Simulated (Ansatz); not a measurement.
## KTaO3: optical spectrum from first principles: ground state and bands

Ansatz 0.2.0; DFT, PBE, plane-wave PAW, default files, scalar-relativistic, ground state.

First the ground state: is it a metal or has it a gap?

Input file input.yaml:

```yaml
crystal:
  lattice:
    - [3.9883, 0.0, 0.0]
    - [0.0, 3.9883, 0.0]
    - [0.0, 0.0, 3.9883]
  atoms:
    - { symbol: Ta, position: [0.0, 0.0, 0.0] }
    - { symbol: K, position: [0.5, 0.5, 0.5] }
    - { symbol: O, position: [0.0, 0.0, 0.5] }
    - { symbol: O, position: [0.0, 0.5, 0.0] }
    - { symbol: O, position: [0.5, 0.0, 0.0] }
kpoints:
  mp_grid: { grid: [6, 6, 6] }
  band_path:
    path:
      - [[0.0, 0.0, 0.0], [0.0, 0.5, 0.0], [0.5, 0.5, 0.0], [0.0, 0.0, 0.0], [0.5, 0.5, 0.5], [0.0, 0.5, 0.0]]
      - [[0.5, 0.5, 0.0], [0.5, 0.5, 0.5]]
    npoints: 10
scf:
  occupations: { method: fermi_dirac, width: 0.05 }
  n_extra_bands: 9
hamiltonian:
  xc: pbe
  pseudopotentials: { kind: paw }
output:
  forces: true
  stress: true
  populations: true
  write_bands: true
  write_density: true
  write_potential: true
  elf: true
  volumetric_format: npy
```

Launch:

```bash
ansatz run input.yaml --threads 4 --pin off --max-ram 8192MiB --backend cpu --events-out ev --progress --plain --runs-dir out
```

Q: Predict the electronic bands.

The 40 valence electrons fill 20 bands exactly, which allows a gap.

ELF in the ac plane at fractional y = 0.000, with atoms of Ta and O within 0.2 Å of it. It is the smooth field of the valence electrons, not physical close to the nuclei.

Valence density in the ac plane at fractional y = 0.000, with atoms of Ta and O within 0.2 Å of it.

This step gave:

| Property | Result |
| --- | --- |
| gap on the k-mesh | 2.222 eV |
| volume | 63.44 Å³ |
| gap on the path | 2.222 eV |
| least direct gap on the path | 2.833 eV |

The electronic bands at the labelled points (eV, zero at the Fermi level; v1 is the highest filled band, c1 the lowest empty one):

| point | v4 | v3 | v2 | v1 | c1 | c2 | c3 | c4 |
| --- | --- | --- | --- | --- | --- | --- | --- | --- |
| Γ | -2.18 | -1.74 | -1.74 | -1.74 | 1.09 | 1.09 | 1.09 | 5.51 |
| halfway | -2.79 | -2.42 | -1.90 | -1.90 | 1.17 | 2.58 | 2.58 | 5.71 |
| X | -3.25 | -2.63 | -1.96 | -1.96 | 1.25 | 3.92 | 3.92 | 5.73 |
| halfway | -2.74 | -2.53 | -2.51 | -1.66 | 2.67 | 3.94 | 4.44 | 6.46 |
| M | -2.76 | -2.55 | -2.55 | -1.17 | 3.96 | 3.96 | 5.25 | 6.59 |
| halfway | -2.67 | -2.43 | -2.38 | -1.79 | 2.55 | 2.70 | 3.37 | 6.28 |
| Γ | -2.18 | -1.74 | -1.74 | -1.74 | 1.09 | 1.09 | 1.09 | 5.51 |
| halfway | -4.12 | -1.95 | -1.95 | -1.68 | 3.35 | 3.48 | 3.48 | 7.80 |
| R | -5.02 | -1.13 | -1.13 | -1.13 | 5.38 | 5.38 | 5.38 | 7.78 |
| halfway | -4.09 | -1.93 | -1.79 | -1.56 | 3.50 | 4.43 | 4.54 | 8.47 |
| X | -3.25 | -2.63 | -1.96 | -1.96 | 1.25 | 3.92 | 3.92 | 5.73 |
| jump to M | -2.76 | -2.55 | -2.55 | -1.17 | 3.96 | 3.96 | 5.25 | 6.59 |
| halfway | -4.63 | -1.68 | -1.68 | -1.15 | 4.53 | 4.53 | 5.32 | 7.97 |
| R | -5.02 | -1.13 | -1.13 | -1.13 | 5.38 | 5.38 | 5.38 | 7.78 |

Values, 14 rows by 14 columns, each cell a mean:
```
0.31 0.58 0.66 0.30 0.49 0.80 0.68 0.55 0.72 0.75 0.36 0.40 0.71 0.50
0.69 0.71 0.51 0.20 0.42 0.78 0.81 0.79 0.81 0.70 0.30 0.26 0.62 0.71
0.44 0.37 0.20 0.11 0.25 0.57 0.71 0.74 0.69 0.47 0.18 0.11 0.26 0.40
0.38 0.35 0.27 0.15 0.11 0.24 0.40 0.46 0.36 0.18 0.11 0.18 0.30 0.36
0.76 0.75 0.65 0.38 0.13 0.06 0.10 0.12 0.09 0.07 0.18 0.47 0.70 0.75
0.63 0.76 0.80 0.62 0.26 0.04 0.02 0.02 0.02 0.09 0.36 0.69 0.81 0.72
0.33 0.63 0.80 0.69 0.35 0.06 0.01 0.01 0.02 0.12 0.46 0.74 0.79 0.55
0.55 0.73 0.80 0.65 0.29 0.05 0.01 0.01 0.02 0.10 0.40 0.71 0.81 0.68
0.79 0.80 0.73 0.48 0.16 0.05 0.05 0.06 0.04 0.06 0.24 0.57 0.78 0.80
0.51 0.48 0.38 0.20 0.10 0.16 0.29 0.35 0.26 0.13 0.11 0.25 0.42 0.49
0.33 0.28 0.16 0.10 0.20 0.48 0.65 0.69 0.62 0.38 0.15 0.11 0.20 0.30
0.68 0.64 0.40 0.16 0.38 0.73 0.80 0.80 0.80 0.65 0.27 0.20 0.51 0.66
0.43 0.64 0.64 0.28 0.48 0.80 0.73 0.63 0.76 0.75 0.35 0.37 0.71 0.58
0.08 0.43 0.68 0.33 0.51 0.79 0.55 0.33 0.63 0.76 0.38 0.44 0.69 0.31
```

Ten even steps from '_' (0.0 e/Å³) to '@' (7.2 e/Å³), each cell a mean:
```
++++--....--**%%++::....==**
++==::____..----::..__..::==
::..____________________....
..________________________..
::::____________________..::
##++..__________________::++
@@##::__________________--%%
%%++::__________________--**
==::..__________________..--
....______________________..
....______________________..
==--..____..::::..______::--
**++--....::++##++::__..==++
==**==....==%%@@##::..::++++
```

[Logs are printed without paths, hosts, clocks, repeated set-up lines and the standing remarks that a program may print on its own settings, such as how far it seeks lower states.]

[Hosts, paths, dates, database ids (printed as entryN), source tags and the programs' standing remarks are cut or masked in the printed files.]
